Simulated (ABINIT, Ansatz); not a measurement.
# A GW chain in ABINIT: Rb2AlTlH6 (Fm-3m), part 2 of 3

Aim: the G0W0 gap of Rb2AlTlH6 (Fm-3m) on LDA, step by step.

ABINIT 10.8.3; LDA and many-body steps on it, plane waves. Known limits of the many-body steps: not at the basis limit; exchange with frozen shells missing; no spin-orbit coupling; coarse k mesh.

So far. Step 2 (Ground state): The gap is indirect, with the least direct gap 1.41 eV higher.

## Step 3: Bands along the symmetry lines

Level of this step: DFT, LDA, plane waves, norm-conserving pseudopotentials (ABINIT).

The cheap functional maps the bands first; the places of the edges decide which points the dearer methods must see.

run.abi

```
acell 3*1.0 Angstrom
rprim 
  0.000000000000 4.343365000000 4.343365000000
  4.343365000000 -0.000000000000 4.343365000000
  4.343365000000 4.343365000000 -0.000000000000
ntypat 4
znucl 37 13 81 1
natom 10
typat 1 1 2 3 4 4 4 4 4 4
xred 
  0.250000000000 0.250000000000 0.250000000000
  0.750000000000 0.750000000000 0.750000000000
  0.500000000000 0.500000000000 0.500000000000
  0.000000000000 0.000000000000 -0.000000000000
  0.294156000000 0.705844000000 0.705844000000
  0.294156000000 0.705844000000 0.294156000000
  0.705844000000 0.294156000000 0.705844000000
  0.705844000000 0.705844000000 0.294156000000
  0.294156000000 0.294156000000 0.705844000000
  0.705844000000 0.294156000000 0.294156000000
pp_dirpath "pseudos"
pseudos "Rb.upf, Al.upf, Tl.upf, H.upf"
ecut 31
iscf -2
irdden 1
kptopt 0
nkpt 26
kpt 
  0.00000000 0.00000000 0.00000000
  0.12500000 0.00000000 0.12500000
  0.25000000 0.00000000 0.25000000
  0.37500000 0.00000000 0.37500000
  0.50000000 0.00000000 0.50000000
  0.53125000 0.06250000 0.53125000
  0.56250000 0.12500000 0.56250000
  0.59375000 0.18750000 0.59375000
  0.62500000 0.25000000 0.62500000
  0.37500000 0.37500000 0.75000000
  0.28125000 0.28125000 0.56250000
  0.18750000 0.18750000 0.37500000
  0.09375000 0.09375000 0.18750000
  0.00000000 0.00000000 0.00000000
  0.12500000 0.12500000 0.12500000
  0.25000000 0.25000000 0.25000000
  0.37500000 0.37500000 0.37500000
  0.50000000 0.50000000 0.50000000
  0.50000000 0.43750000 0.56250000
  0.50000000 0.37500000 0.62500000
  0.50000000 0.31250000 0.68750000
  0.50000000 0.25000000 0.75000000
  0.50000000 0.18750000 0.68750000
  0.50000000 0.12500000 0.62500000
  0.50000000 0.06250000 0.56250000
  0.50000000 0.00000000 0.50000000
istwfk *1
nband 27
nbdbuf 2
tolwfr 1e-08
nstep 40
prtwf 0
prtvol 0
indata_prefix "in"
outdata_prefix "out"
tmpdata_prefix "tmp"
```

Run with:

```sh
$ OMP_NUM_THREADS=1 mpirun -n 4 abinit run.abi > log
```

Numbers of over 12 decimals in the logs are rounded to 6 here.

What it wrote:

```text
.Version 10.8.3 of ABINIT. v10.8.2 released Aug 2026.

 Symmetries : space group Fm -3 m (#225); Bravais cF (face-center cubic)
[... echo of the input left out ...]
== DATASET  1 ==================================================================
-   mpi_nproc: 4, omp_nthreads: 1 (-1 if OMP is not activated)

--- !DatasetInfo
iteration_state: {dtset: 1, }
dimensions: {natom: 10, nkpt: 26, mband: 27, nsppol: 1, nspinor: 1, nspden: 1, mpw: 9185, }
cutoff_energies: {ecut:  31.0, pawecutdg:  -1.0, }
electrons: {nelect:   4.00000000E+01, charge:   0.00000000E+00, occopt:   1.00000000E+00, tsmear:   1.00000000E-02, }

 Real(R)+Recip(G) space primitive vectors, cartesian coordinates (Bohr,Bohr^-1):
 R(1)=  0.0000000  8.2077703  8.2077703  G(1)= -0.0609179  0.0609179  0.0609179
 R(2)=  8.2077703  0.0000000  8.2077703  G(2)=  0.0609179 -0.0609179  0.0609179
 R(3)=  8.2077703  8.2077703  0.0000000  G(3)=  0.0609179  0.0609179 -0.0609179
 Unit cell volume ucvol=  1.1058738E+03 bohr^3
 Angles (23,13,12)=  6.00000000E+01  6.00000000E+01  6.00000000E+01 degrees

 getcut: wavevector=  0.0000  0.0000  0.0000  ngfft=  60  60  60
         ecut(hartree)=     31.000   => boxcut(ratio)=   2.06236

--- Pseudopotential description ------------------------------------------------
- Rb Generated using ONCVPSP code by D. R. Hamann
- 37.00000   9.00000  180309                  znucl, zion, pspdat
12 -1012 2 -1 2226                            pspcod,pspxc,lmax,lloc,mmax
     nproj     2     2     2
  pspatm : epsatm=   34.43095479
         --- l  ekb(1:nproj) -->
             0    9.016699   -0.508289
             1    3.217695   -0.387021
             2    1.152608   -1.054299
 pspatm: atomic psp has been read  and splines computed

- Al Generated using ONCVPSP code by D. R. Hamann
- 13.00000   3.00000  180309                  znucl, zion, pspdat
12 -1012 2 -1 1854                            pspcod,pspxc,lmax,lloc,mmax
     nproj     2     2     2
  pspatm : epsatm=    0.57439143
         --- l  ekb(1:nproj) -->
[...]
pspatm: atomic psp has been read  and splines computed

- Tl Generated using ONCVPSP code by D. R. Hamann
- 81.00000  13.00000  180309                  znucl, zion, pspdat
12 -1012 2 -1 1936                            pspcod,pspxc,lmax,lloc,mmax
     nproj     2     2     2
  pspatm : epsatm=   37.12709760
         --- l  ekb(1:nproj) -->
[...]
pspatm: atomic psp has been read  and splines computed

- H Generated using ONCVPSP code by D. R. Hamann
-  1.00000   1.00000  180309                  znucl, zion, pspdat
12 -1012 1 -1 1180                            pspcod,pspxc,lmax,lloc,mmax
     nproj     2     1     0
  pspatm : epsatm=    0.35439867
         --- l  ekb(1:nproj) -->
[...]
1   -0.275071
 pspatm: atomic psp has been read  and splines computed

[...]
-3.3226E-01 -1.6973E-01 -1.5364E-01 -8.1622E-02 -5.5382E-02 -5.5382E-02
  3.7529E-02  7.9573E-02  1.4624E-01  1.4624E-01  1.5241E-01  1.6771E-01
[...]
--- !ResultsGS
iteration_state: {dtset: 1, }
comment   : Summary of ground state results
lattice_vectors:
- [  0.0000000,   8.2077703,   8.2077703, ]
- [  8.2077703,  -0.0000000,   8.2077703, ]
- [  8.2077703,   8.2077703,  -0.0000000, ]
lattice_lengths: [  11.60754,   11.60754,   11.60754, ]
lattice_angles: [ 60.000,  60.000,  60.000, ] # degrees, (23, 13, 12)
lattice_volume:   1.1058738E+03
convergence: {deltae:  0.000E+00, res2:  0.000E+00, residm:  9.950E-09, diffor:  0.000E+00, }
etotal    :  -1.20744739E+02
entropy   :   0.00000000E+00
fermie    :   7.95730613E-02
cartesian_stress_tensor: null
pressure_GPa: null
xred      :
- [  2.5000E-01,   2.5000E-01,   2.5000E-01, Rb]
- [  7.5000E-01,   7.5000E-01,   7.5000E-01, Rb]
- [  5.0000E-01,   5.0000E-01,   5.0000E-01, Al]
- [  0.0000E+00,   0.0000E+00,   0.0000E+00, Tl]
- [  2.9416E-01,   7.0584E-01,   7.0584E-01,  H]
- [  2.9416E-01,   7.0584E-01,   2.9416E-01,  H]
- [  7.0584E-01,   2.9416E-01,   7.0584E-01,  H]
- [  7.0584E-01,   7.0584E-01,   2.9416E-01,  H]
- [  2.9416E-01,   2.9416E-01,   7.0584E-01,  H]
- [  7.0584E-01,   2.9416E-01,   2.9416E-01,  H]
cartesian_forces: null
force_length_stats: {min: null, max: null, mean: null, }

 Integrated electronic density in atomic spheres:
 ------------------------------------------------
 Atom  Sphere_radius  Integrated_density
[...]
================================================================================

 ----iterations are completed or convergence reached----

 Mean square residual over all n,k,spin=   59.387E-10; max=  99.498E-10
 reduced coordinates (array xred) for   10 atoms
[...]
cartesian coordinates (angstrom) at end:
    1      2.171683     2.171683     2.171683
    2      6.515047     6.515047     6.515047
    3      4.343365     4.343365     4.343365
[...]
9      4.343365     4.343365     2.555254
   10      2.555254     4.343365     4.343365
 length scales=  1.889726125908  1.889726125908  1.889726125908 bohr
              =  1.000000000000  1.000000000000  1.000000000000 angstroms
 prteigrs : about to open file out_EIG
 Eigenvalues (hartree) for nkpt=  26  k points:
 kpt#   1, nband= 27, wtk=  1.00000, kpt=  0.0000  0.0000  0.0000 (reduced coord)
[...]
kpt#   2, nband= 27, wtk=  1.00000, kpt=  0.1250  0.0000  0.1250 (reduced coord)
[...]
kpt#   3, nband= 27, wtk=  1.00000, kpt=  0.2500  0.0000  0.2500 (reduced coord)
[...]
kpt#  25, nband= 27, wtk=  1.00000, kpt=  0.5000  0.0625  0.5625 (reduced coord)
[...]
0.21507    0.25777    0.26075
 kpt#  26, nband= 27, wtk=  1.00000, kpt=  0.5000  0.0000  0.5000 (reduced coord)
[...]
-0.33979   -0.33857   -0.33657   -0.33226   -0.33226   -0.16973   -0.15364   -0.08162
  -0.05538   -0.05538    0.03753    0.07957    0.14624    0.14624    0.15241    0.16771
   0.21504    0.25639    0.25725

== END DATASET(S) ==============================================================
================================================================================

 -outvars: echo values of variables after computation  --------
            nband          27
             nkpt          26
          spgroup         225
 [... the other variables as echoed above ...]

 Calculation completed.
```

The job ended after 53 s (4 MPI ranks of Arm Neoverse V1, shared host; peak memory 0.43 GiB).

This step gave:

```
gap                        : 0.4014 eV
k of the valence top       : 0.5, 0, 0.5
k of the conduction bottom : 0.5, 0.5, 0.5
least direct gap           : 1.795 eV
```

The gap is 0.401 eV, as in the run before at this level.

The electronic bands at the labelled points (eV, zero at the top of the highest filled band):

```tsv
point	band 17	band 18	band 19	band 20	band 21	band 22	band 23	band 24
Γ	-3.95	-3.95	-1.51	-1.51	1.99	1.99	1.99	4.22
halfway	-3.81	-3.17	-1.77	-1.34	1.91	1.91	2.17	2.91
X	-3.67	-3.67	-1.14	0.00	1.81	1.81	1.98	2.40
halfway	-3.63	-3.63	-1.34	-0.10	1.73	2.08	2.26	2.30
U	-3.52	-3.48	-1.77	-0.39	1.69	2.10	2.68	2.76
jump to K	-3.52	-3.48	-1.77	-0.39	1.69	2.10	2.68	2.76
halfway	-3.52	-2.72	-2.26	-1.64	1.34	1.93	3.34	3.41
Γ	-3.95	-3.95	-1.51	-1.51	1.99	1.99	1.99	4.22
halfway	-3.71	-2.86	-1.92	-1.92	0.95	2.73	2.73	3.65
L	-3.35	-2.40	-2.40	-2.30	0.40	3.65	3.65	4.14
halfway	-3.64	-3.07	-2.21	-1.01	1.02	2.75	3.20	3.47
W	-4.04	-3.04	-2.04	-0.17	1.88	1.88	2.60	3.20
halfway	-3.78	-3.42	-1.53	-0.12	1.72	2.20	2.24	2.44
X	-3.67	-3.67	-1.14	0.00	1.81	1.81	1.98	2.40
```

## Step 4: Empty states on the mesh, 2×2×2 mesh, 314 bands

The sums over transitions need many empty states on a uniform mesh; this step solves for them.

run.abi

```
acell 3*1.0 Angstrom
rprim 
  0.000000000000 4.343365000000 4.343365000000
  4.343365000000 -0.000000000000 4.343365000000
  4.343365000000 4.343365000000 -0.000000000000
ntypat 4
znucl 37 13 81 1
natom 10
typat 1 1 2 3 4 4 4 4 4 4
xred 
  0.250000000000 0.250000000000 0.250000000000
  0.750000000000 0.750000000000 0.750000000000
  0.500000000000 0.500000000000 0.500000000000
  0.000000000000 0.000000000000 -0.000000000000
  0.294156000000 0.705844000000 0.705844000000
  0.294156000000 0.705844000000 0.294156000000
  0.705844000000 0.294156000000 0.705844000000
  0.705844000000 0.705844000000 0.294156000000
  0.294156000000 0.294156000000 0.705844000000
  0.705844000000 0.294156000000 0.294156000000
pp_dirpath "pseudos"
pseudos "Rb.upf, Al.upf, Tl.upf, H.upf"
ecut 31
ngkpt 2 2 2
nshiftk 1
shiftk 0 0 0
kptopt 1
chksymbreak 0
iscf -2
irdden 1
istwfk *1
nband 314
nbdbuf 28
tolwfr 1e-09
nstep 60
prtvol 0
indata_prefix "in"
outdata_prefix "out"
tmpdata_prefix "tmp"
```

What it wrote:

```text
.Version 10.8.3 of ABINIT. v10.8.2 released Aug 2026.

 Symmetries : space group Fm -3 m (#225); Bravais cF (face-center cubic)
[... echo of the input left out ...]
== DATASET  1 ==================================================================
-   mpi_nproc: 4, omp_nthreads: 1 (-1 if OMP is not activated)
-    --> not optimal distribution: autoparal keyword recommended in input file <--

--- !DatasetInfo
iteration_state: {dtset: 1, }
dimensions: {natom: 10, nkpt: 3, mband: 314, nsppol: 1, nspinor: 1, nspden: 1, mpw: 9185, }
cutoff_energies: {ecut:  31.0, pawecutdg:  -1.0, }
electrons: {nelect:   4.00000000E+01, charge:   0.00000000E+00, occopt:   1.00000000E+00, tsmear:   1.00000000E-02, }

 Real(R)+Recip(G) space primitive vectors, cartesian coordinates (Bohr,Bohr^-1):
 R(1)=  0.0000000  8.2077703  8.2077703  G(1)= -0.0609179  0.0609179  0.0609179
 R(2)=  8.2077703  0.0000000  8.2077703  G(2)=  0.0609179 -0.0609179  0.0609179
 R(3)=  8.2077703  8.2077703  0.0000000  G(3)=  0.0609179  0.0609179 -0.0609179
 Unit cell volume ucvol=  1.1058738E+03 bohr^3
 Angles (23,13,12)=  6.00000000E+01  6.00000000E+01  6.00000000E+01 degrees

 getcut: wavevector=  0.0000  0.0000  0.0000  ngfft=  60  60  60
         ecut(hartree)=     31.000   => boxcut(ratio)=   2.06236

--- Pseudopotential description ------------------------------------------------
- Rb Generated using ONCVPSP code by D. R. Hamann
- 37.00000   9.00000  180309                  znucl, zion, pspdat
12 -1012 2 -1 2226                            pspcod,pspxc,lmax,lloc,mmax
     nproj     2     2     2
  pspatm : epsatm=   34.43095479
         --- l  ekb(1:nproj) -->
             0    9.016699   -0.508289
             1    3.217695   -0.387021
             2    1.152608   -1.054299
 pspatm: atomic psp has been read  and splines computed

- Al Generated using ONCVPSP code by D. R. Hamann
- 13.00000   3.00000  180309                  znucl, zion, pspdat
12 -1012 2 -1 1854                            pspcod,pspxc,lmax,lloc,mmax
     nproj     2     2     2
  pspatm : epsatm=    0.57439143
         --- l  ekb(1:nproj) -->
[...]
pspatm: atomic psp has been read  and splines computed

- Tl Generated using ONCVPSP code by D. R. Hamann
- 81.00000  13.00000  180309                  znucl, zion, pspdat
12 -1012 2 -1 1936                            pspcod,pspxc,lmax,lloc,mmax
     nproj     2     2     2
  pspatm : epsatm=   37.12709760
         --- l  ekb(1:nproj) -->
[...]
pspatm: atomic psp has been read  and splines computed

- H Generated using ONCVPSP code by D. R. Hamann
-  1.00000   1.00000  180309                  znucl, zion, pspdat
12 -1012 1 -1 1180                            pspcod,pspxc,lmax,lloc,mmax
     nproj     2     1     0
  pspatm : epsatm=    0.35439867
         --- l  ekb(1:nproj) -->
[...]
1   -0.275071
[...]
3.15E-04  7.86E-04
 -9.2521E-01 -9.2398E-01 -3.5143E-01 -3.5143E-01 -3.5143E-01 -3.3994E-01
 -3.3994E-01 -3.3864E-01 -3.3864E-01 -3.3864E-01 -3.3289E-01 -3.3289E-01
 -3.3289E-01 -2.1651E-01 -1.0193E-01 -6.5678E-02 -6.5678E-02 -6.5678E-02
[...]
2.8850E+00  2.8852E+00  2.8857E+00  2.8899E+00  2.8900E+00  2.8902E+00
  2.8984E+00  2.8999E+00  2.9017E+00  2.9066E+00  2.9085E+00  2.9110E+00
  2.9225E+00  2.9234E+00
 prteigrs : prtvol=0 or 1, do not print more k-points.

--- !ResultsGS
iteration_state: {dtset: 1, }
comment   : Summary of ground state results
lattice_vectors:
- [  0.0000000,   8.2077703,   8.2077703, ]
- [  8.2077703,  -0.0000000,   8.2077703, ]
- [  8.2077703,   8.2077703,  -0.0000000, ]
lattice_lengths: [  11.60754,   11.60754,   11.60754, ]
lattice_angles: [ 60.000,  60.000,  60.000, ] # degrees, (23, 13, 12)
lattice_volume:   1.1058738E+03
convergence: {deltae:  0.000E+00, res2:  0.000E+00, residm:  9.940E-10, diffor:  0.000E+00, }
etotal    :  -1.20744739E+02
entropy   :   0.00000000E+00
fermie    :   7.95730613E-02
cartesian_stress_tensor: null
pressure_GPa: null
xred      :
- [  2.5000E-01,   2.5000E-01,   2.5000E-01, Rb]
- [  7.5000E-01,   7.5000E-01,   7.5000E-01, Rb]
- [  5.0000E-01,   5.0000E-01,   5.0000E-01, Al]
- [  0.0000E+00,   0.0000E+00,   0.0000E+00, Tl]
- [  2.9416E-01,   7.0584E-01,   7.0584E-01,  H]
- [  2.9416E-01,   7.0584E-01,   2.9416E-01,  H]
- [  7.0584E-01,   2.9416E-01,   7.0584E-01,  H]
- [  7.0584E-01,   7.0584E-01,   2.9416E-01,  H]
- [  2.9416E-01,   2.9416E-01,   7.0584E-01,  H]
- [  7.0584E-01,   2.9416E-01,   2.9416E-01,  H]
cartesian_forces: null
force_length_stats: {min: null, max: null, mean: null, }

 Integrated electronic density in atomic spheres:
 ------------------------------------------------
 Atom  Sphere_radius  Integrated_density
[...]
================================================================================

 ----iterations are completed or convergence reached----

 Mean square residual over all n,k,spin=   48.325E-11; max=  99.396E-11
 reduced coordinates (array xred) for   10 atoms
[...]
0.294156000000      0.294156000000      0.705844000000
       0.705844000000      0.294156000000      0.294156000000

 cartesian coordinates (angstrom) at end:
    1      2.171683     2.171683     2.171683
    2      6.515047     6.515047     6.515047
    3      4.343365     4.343365     4.343365
[...]
9      4.343365     4.343365     2.555254
   10      2.555254     4.343365     4.343365
 length scales=  1.889726125908  1.889726125908  1.889726125908 bohr
              =  1.000000000000  1.000000000000  1.000000000000 angstroms
 prteigrs : about to open file out_EIG
 Eigenvalues (hartree) for nkpt=   3  k points:
 kpt#   1, nband=314, wtk=  0.12500, kpt=  0.0000  0.0000  0.0000 (reduced coord)
[...]
2.81606    2.81606    2.88472    2.88481    2.88500    2.88520    2.88566    2.88985
   2.89003    2.89015    2.89838    2.89986    2.90173    2.90656    2.90852    2.91097
   2.92247    2.92340
 prteigrs : prtvol=0 or 1, do not print more k-points.

== END DATASET(S) ==============================================================
================================================================================

 -outvars: echo values of variables after computation  --------
            nband         314
             nkpt           3
          spgroup         225
 [... the other variables as echoed above ...]

 Calculation completed.
```

It took 3.8 min on 4 MPI ranks; peak memory 0.49 GiB.

This step gave:

- gap: 0.4014 eV
- k of the valence top: 0.5, 0.5, 0
- k of the conduction bottom: 0.5, 0, 0
- least direct gap: 1.814 eV
- k points computed: 3
- lowest point of the top converged band, above the valence top: 72.3706 eV

On this mesh the gap is 0.401 eV.

## Step 5: Screening, 2×2×2 mesh, 286 bands, screening to 176.9 eV

The RPA dielectric matrix is built and inverted for each q.

This step: RPA screening on LDA, plane waves, norm-conserving pseudopotentials.

Changes to run.abi since step 4:

```diff
@@ -28,10 +28,11 @@
 chksymbreak 0
-iscf -2
-irdden 1
 istwfk *1
-nband 314
-nbdbuf 28
-tolwfr 1e-09
-nstep 60
-prtvol 0
+occopt 1
+irdwfk 1
+optdriver 3
+nband 286
+ecuteps 6.5
+inclvkb 2
+awtr 1
+symchi 1
 indata_prefix "in"
```

What it wrote:

```text
.Version 10.8.3 of ABINIT. v10.8.2 released Aug 2026.

 Symmetries : space group Fm -3 m (#225); Bravais cF (face-center cubic)
[... echo of the input left out ...]
== DATASET  1 ==================================================================
-   mpi_nproc: 4, omp_nthreads: 1 (-1 if OMP is not activated)

--- !DatasetInfo
iteration_state: {dtset: 1, }
dimensions: {natom: 10, nkpt: 3, mband: 286, nsppol: 1, nspinor: 1, nspden: 1, mpw: 9185, }
cutoff_energies: {ecut:  31.0, pawecutdg:  -1.0, }
electrons: {nelect:   4.00000000E+01, charge:   0.00000000E+00, occopt:   1.00000000E+00, tsmear:   1.00000000E-02, }

 SCREENING: Calculation of the susceptibility and dielectric matrices

 Based on a program developped by R.W. Godby, V. Olevano, G. Onida, and L. Reining.
 Incorporated in ABINIT by V. Olevano, G.-M. Rignanese, and M. Torrent.
.Using double precision arithmetic ; gwpc =  8

[... cell and pseudopotentials left out ...]
--------------------------------------------------------------------------------

 ==== K-mesh for the wavefunctions ====
 Number of points in the irreducible wedge :     3
[... list of points left out ...]
 Together with 48 symmetry operations and time-reversal symmetry
 yields     8 points in the full Brillouin Zone.

 ==== Q-mesh for the screening function ====
 Number of points in the irreducible wedge :     3
[... list of points left out ...]
 Together with 48 symmetry operations and time-reversal symmetry
 yields     8 points in the full Brillouin Zone.

 setmesh: FFT mesh size selected  =    45x   45x   45
          total number of points  =        91125

 vcoul_init : cutoff-mode = AUXILIARY_FUNCTION
 q-points for optical limit:   1
     1)      0.000010    0.000020    0.000030

- screening: taking advantage of time-reversal symmetry
- Maximum band index for partially occupied states nbvw = 20
- Remaining bands to be divided among processors   nbcw = 266
- Number of bands treated by each node ~66

 Number of electrons calculated from density =   40.0000; Expected =   40.0000
 average of density, n =  0.036170
 r_s =    1.8758
 omega_plasma =   18.3456 [eV]

 calculating chi0 at frequencies [eV] :
  1    0.000000E+00    0.000000E+00
  2    0.000000E+00    1.834564E+01

--------------------------------------------------------------------------------
  q-point number  1        q = ( 0.000000, 0.000000, 0.000000) [r.l.u.]
--------------------------------------------------------------------------------
[... chi0 elements left out ...]
 For q-point:  0.000010 0.000020 0.000030
  dielectric constant =   9.0161
  dielectric constant without local fields =  10.5665

  Average fulfillment of the sum rule on Im[epsilon] for q-point    1 :     95.53  [%]
[... wings left out ...]
  q-point number  2        q = ( 0.500000, 0.000000, 0.000000) [r.l.u.]
--------------------------------------------------------------------------------
[... chi0 elements left out ...]
  Average fulfillment of the sum rule on Im[epsilon] for q-point    2 :    101.72  [%]

 [... 1 further q-points ...]
```

The job ended after 82 s (4 MPI ranks; peak memory 2.5 GiB).

Numbers from this step:

```yaml
eps_infinity_with_local_fields_on_this_mesh_along_the_program_s_q_direction: 9.016
the_same_without_local_fields: 10.57
plasma_frequency: 18.35 eV
plane_waves_in_the_screening_matrix: 893
```

Local fields lower ε∞ by 15 %. On a Γ-centred mesh this coarse the value itself is usually too large, while a short band sum pulls it down.

(Part 2 of 3 ends here.)

[Paths, hosts, dates, memory and timing lines, banners, echoed tables and standing remarks are left out of the program output.]

[Logs are printed without paths, hosts, clocks, repeated set-up lines and the standing remarks that a program may print on its own settings, such as how far it seeks lower states.]

[Runs of the session that timed out or met a known fault of the program may be left out.]

[Hosts, paths, dates, database ids (printed as entryN), source tags and the programs' standing remarks are cut or masked in the printed files.]

[G0W0 gaps are taken among the corrected bands and points alone; a level outside them can change the order at an edge.]

[Where Ansatz stands beside ABINIT at settings called matched, ABINIT's density can come from a denser mesh and the files from another edition; pairs whose starting gaps differed by over 0.03 eV were left out, so agreement reads better than it is.]
